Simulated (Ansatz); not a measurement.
# CsSrF3 (Pm-3m): what size, symmetry and threads cost in G0W0, part 2 of 2

How does the cost of G0W0 grow with the cell? The test case is CsSrF3 (Pm-3m).

Ansatz 0.2.0; G0W0 on r2SCAN, plane waves, PAW. Known limits of the many-body steps: not at the basis limit; no spin-orbit coupling; coarse k mesh.

So far. Step 7 (8 threads, 2×2×2 mesh): Against the run with 2×2×2 mesh, 114 empty bands, screening to 60 eV, the gap moves by +0.000 eV. Step 8 (10 atoms (2×1×1 cells), 1×2×2 mesh): The gap on the mesh goes from 7.16 eV to 9.84 eV, a correction of +2.67 eV. Between the two edge states, bare exchange in place of the xc potential would open the gap by 11.04 eV, and correlation takes back 8.36 eV.

### 9. 20 atoms (2×2×1 cells), 1×1×2 mesh

Input file input.yaml:

```yaml
crystal:
  lattice:
    - [9.52649402, 0.0, 0.0]
    - [0.0, 9.52649402, 0.0]
    - [0.0, 0.0, 4.76324701]
  atoms:
    - { symbol: Cs, position: [0.0, 0.0, 0.0] }
    - { symbol: Sr, position: [0.25, 0.25, 0.5] }
    - { symbol: F, position: [0.0, 0.25, 0.5] }
    - { symbol: F, position: [0.25, 0.0, 0.5] }
    - { symbol: F, position: [0.25, 0.25, 0.0] }
    - { symbol: Cs, position: [0.0, 0.5, 0.0] }
    - { symbol: Sr, position: [0.25, 0.75, 0.5] }
    - { symbol: F, position: [0.0, 0.75, 0.5] }
    - { symbol: F, position: [0.25, 0.5, 0.5] }
    - { symbol: F, position: [0.25, 0.75, 0.0] }
    - { symbol: Cs, position: [0.5, 0.0, 0.0] }
    - { symbol: Sr, position: [0.75, 0.25, 0.5] }
    - { symbol: F, position: [0.5, 0.25, 0.5] }
    - { symbol: F, position: [0.75, 0.0, 0.5] }
    - { symbol: F, position: [0.75, 0.25, 0.0] }
    - { symbol: Cs, position: [0.5, 0.5, 0.0] }
    - { symbol: Sr, position: [0.75, 0.75, 0.5] }
    - { symbol: F, position: [0.5, 0.75, 0.5] }
    - { symbol: F, position: [0.75, 0.5, 0.5] }
    - { symbol: F, position: [0.75, 0.75, 0.0] }
kpoints:
  mp_grid: { grid: [1, 1, 2] }
hamiltonian:
  xc: r2scan
scf:
  occupations: { method: fixed }
gw:
  n_empty_bands: 456
  ecut_chi: 60.0
  qp_bands: [v1, c1]
  qp_kpoints: band_edges
  screening: { model: contour_deformation }
```

The run is started by

```sh
$ ansatz run input.yaml --threads 16 --pin off --max-ram 36864MiB --backend cpu --events-out ev --progress --plain --runs-dir out
```

Numbers of over 12 decimals in the logs are rounded to 6 here.

The log of the run:

```text
[...]
Crystal: 20 atoms, lattice volume = 432.284 Å³
Basis set: ecut = 500 eV, 11005 PW (Γ), exchange–correlation on 288×288×144 points (64 copies of the dense FFT grid, shifted against one another)
Bands: 100, of which v1, the nominal top of the filled ones, is band 80 counted from 1 (79 counted from 0)
Symmetry: 64 space group operations
[...]
k-points: 2
[...]
k-point 1: bands = [... 76 lower, 1.6207, 1.6207, 1.6376, 1.6376, 10.3505, 10.6140, 10.6140, 10.8192, ... 16 higher]
[...]
0    80      1.6501   -31.7027     5.3343   -24.6264  0.8034    -0.1253    -0.0917  root
     0    81      8.8138    -4.7838    -3.0317    -8.7448  0.8899     9.7476     9.7431  root
     1    80      1.6376   -31.6884     5.3160   -24.6273  0.8040    -0.1411    -0.1074  root
     1    81     10.3505    -5.7245    -2.8698    -9.7846  0.8823    11.5488    11.5408  root
[key lines of the parts left out:]
SCF converged after 8 iterations
Free energy (F): -46719.558147 eV
Fermi energy:    1.650149 eV
```

Run time: 20 s. Hardware: 16 threads of Arm Neoverse V2, shared host; peak memory 3.2 GiB; 3.6 min of CPU time.

This step gave:

```yaml
bands_summed: 536
rpa_eps_infinity_on_this_mesh_eigenvalues: 2.088, 2.088, 2.088
plane_waves_in_the_screening_matrix: 455
g0w0_gap_on_the_mesh: 9.835 eV
k_of_the_valence_top: 0, 0, 0
k_of_the_conduction_bottom: 0, 0, 0
starting_gap_on_the_mesh: 7.164 eV
least_direct_g0w0_gap_on_the_computed_points: 9.835 eV
```

The gap on the mesh goes from 7.16 eV to 9.83 eV, a correction of +2.67 eV. Between the two edge states, bare exchange in place of the xc potential would open the gap by 11.04 eV, and correlation takes back 8.37 eV.

### 10. 40 atoms (2×2×2 cells), 1×1×1 mesh

Input file input.yaml:

```yaml
crystal:
  lattice:
    - [9.52649402, 0.0, 0.0]
    - [0.0, 9.52649402, 0.0]
    - [0.0, 0.0, 9.52649402]
  atoms:
    - { symbol: Cs, position: [0.0, 0.0, 0.0] }
    - { symbol: Sr, position: [0.25, 0.25, 0.25] }
    - { symbol: F, position: [0.0, 0.25, 0.25] }
    - { symbol: F, position: [0.25, 0.0, 0.25] }
    - { symbol: F, position: [0.25, 0.25, 0.0] }
    - { symbol: Cs, position: [0.0, 0.0, 0.5] }
    - { symbol: Sr, position: [0.25, 0.25, 0.75] }
    - { symbol: F, position: [0.0, 0.25, 0.75] }
    - { symbol: F, position: [0.25, 0.0, 0.75] }
    - { symbol: F, position: [0.25, 0.25, 0.5] }
    - { symbol: Cs, position: [0.0, 0.5, 0.0] }
    - { symbol: Sr, position: [0.25, 0.75, 0.25] }
    - { symbol: F, position: [0.0, 0.75, 0.25] }
    - { symbol: F, position: [0.25, 0.5, 0.25] }
    - { symbol: F, position: [0.25, 0.75, 0.0] }
    - { symbol: Cs, position: [0.0, 0.5, 0.5] }
    - { symbol: Sr, position: [0.25, 0.75, 0.75] }
    - { symbol: F, position: [0.0, 0.75, 0.75] }
    - { symbol: F, position: [0.25, 0.5, 0.75] }
    - { symbol: F, position: [0.25, 0.75, 0.5] }
    - { symbol: Cs, position: [0.5, 0.0, 0.0] }
    - { symbol: Sr, position: [0.75, 0.25, 0.25] }
    - { symbol: F, position: [0.5, 0.25, 0.25] }
    - { symbol: F, position: [0.75, 0.0, 0.25] }
    - { symbol: F, position: [0.75, 0.25, 0.0] }
    - { symbol: Cs, position: [0.5, 0.0, 0.5] }
    - { symbol: Sr, position: [0.75, 0.25, 0.75] }
    - { symbol: F, position: [0.5, 0.25, 0.75] }
    - { symbol: F, position: [0.75, 0.0, 0.75] }
    - { symbol: F, position: [0.75, 0.25, 0.5] }
    - { symbol: Cs, position: [0.5, 0.5, 0.0] }
    - { symbol: Sr, position: [0.75, 0.75, 0.25] }
    - { symbol: F, position: [0.5, 0.75, 0.25] }
    - { symbol: F, position: [0.75, 0.5, 0.25] }
    - { symbol: F, position: [0.75, 0.75, 0.0] }
    - { symbol: Cs, position: [0.5, 0.5, 0.5] }
    - { symbol: Sr, position: [0.75, 0.75, 0.75] }
    - { symbol: F, position: [0.5, 0.75, 0.75] }
    - { symbol: F, position: [0.75, 0.5, 0.75] }
    - { symbol: F, position: [0.75, 0.75, 0.5] }
kpoints:
  mp_grid: { grid: [1, 1, 1] }
hamiltonian:
  xc: r2scan
scf:
  occupations: { method: fixed }
gw:
  n_empty_bands: 912
  ecut_chi: 60.0
  qp_bands: [v1, c1]
  qp_kpoints: band_edges
  screening: { model: contour_deformation }
```

The log of the run:

```text
[...]
Crystal: 40 atoms, lattice volume = 864.568 Å³
Basis set: ecut = 500 eV, 21975 PW (Γ), exchange–correlation on 288×288×288 points (64 copies of the dense FFT grid, shifted against one another)
Bands: 200, of which v1, the nominal top of the filled ones, is band 160 counted from 1 (159 counted from 0)
Symmetry: 384 space group operations
[...]
k-points: 1
[...]
--- Band table (eV) ---
  k-point 0: bands = [... 156 lower, 1.6376, 1.6502, 1.6502, 1.6502, 8.8138, 10.0252, 10.0252, 10.3504, ... 36 higher]
[...]
gw.qp_kpoints: band_edges: 1 of 1 stored k-point solved, in 1 pass; an edge of the gap read off the rows below is read off those points alone
[...]
0   160      1.6502   -31.7027     5.3339   -24.6264  0.8034    -0.1257    -0.0920  root
     0   161      8.8138    -4.7838    -3.0320    -8.7448  0.8899     9.7473     9.7428  root
[key lines of the parts left out:]
SCF converged after 7 iterations
Free energy (F): -93439.116294 eV
Fermi energy:    1.650191 eV
```

Run time: 47 s. Hardware: 16 threads; peak memory 6.9 GiB; 11 min of CPU time.

This step gave:

```
bands summed                                 : 1072
RPA ε∞ on this mesh (eigenvalues)            : 2.088, 2.088, 2.088
plane waves in the screening matrix          : 925
G0W0 gap on the mesh                         : 9.835 eV
k of the valence top                         : 0, 0, 0
k of the conduction bottom                   : 0, 0, 0
starting gap on the mesh                     : 7.164 eV
least direct G0W0 gap on the computed points : 9.835 eV
```

The gap on the mesh goes from 7.16 eV to 9.83 eV, a correction of +2.67 eV. Between the two edge states, bare exchange in place of the xc potential would open the gap by 11.04 eV, and correlation takes back 8.37 eV.

### 11. The runs together

A supercell on the folded mesh samples the same points as the primitive cell, so the gap should stay. Times are wall times on shared hardware, named with each run.

```tsv
run	mesh	irreducible k	bands	screening plane waves	threads	gap (eV)	time	CPU time	host memory (GiB)
5 atoms (1×1×1 cells)	2×2×2	4	134	123	16	9.835	1.9 s	17 s	0.68
no symmetry	2×2×2	8	134	123	16	9.835	3.1 s	37 s	0.90
1 thread	2×2×2	4	134	123	1	9.835	12 s	12 s	0.47
2 threads	2×2×2	4	134	123	2	9.835	6.5 s	12 s	0.53
4 threads	2×2×2	4	134	123	4	9.835	3.6 s	13 s	0.66
8 threads	2×2×2	4	134	123	8	9.835	2.3 s	14 s	0.67
10 atoms (2×1×1 cells)	1×2×2	3	268	233	16	9.836	5.4 s	60 s	1.4
20 atoms (2×2×1 cells)	1×1×2	2	536	455	16	9.835	20 s	3.6 min	3.2
40 atoms (2×2×2 cells)	1×1×1	1	1072	925	16	9.835	47 s	11 min	6.9
```

### 12. Summary of results

```yaml
5_atoms_1x1x1_cells: 1.9 s, gap 9.83 eV
no_symmetry: 3.1 s, gap 9.83 eV
1_thread: 12 s, gap 9.83 eV
2_threads: 6.5 s, gap 9.83 eV
4_threads: 3.6 s, gap 9.83 eV
8_threads: 2.3 s, gap 9.83 eV
10_atoms_2x1x1_cells: 5.4 s, gap 9.84 eV
20_atoms_2x2x1_cells: 20 s, gap 9.83 eV
40_atoms_2x2x2_cells: 47 s, gap 9.83 eV
```

What this shows: From 5 to 40 atoms the gap stays within 0.001 eV, while the time grows 25-fold. Over the last step it grows as about the power 1.3 of the size; fewer k points offset part of the fourth-power cost of the screening. Without symmetry the mesh holds 8 points in place of 4, the time changes by less than twofold and the gap changes by +0.000 eV. Going from 1 to 16 threads speeds the run 6.5-fold, an efficiency of about 41 %. The host was shared, so single times are good to a factor of about two.

[Paths, hosts, dates, memory and timing lines, banners, echoed tables and standing remarks are left out of the program output.]

[Logs are printed without paths, hosts, clocks, repeated set-up lines and the standing remarks that a program may print on its own settings, such as how far it seeks lower states.]

[Runs of the session that timed out or met a known fault of the program may be left out.]

[Cells called generated may have been cut or substituted from an entry of the Crystallography Open Database or the Materials Project.]

[Hosts, paths, dates, database ids (printed as entryN), source tags and the programs' standing remarks are cut or masked in the printed files.]
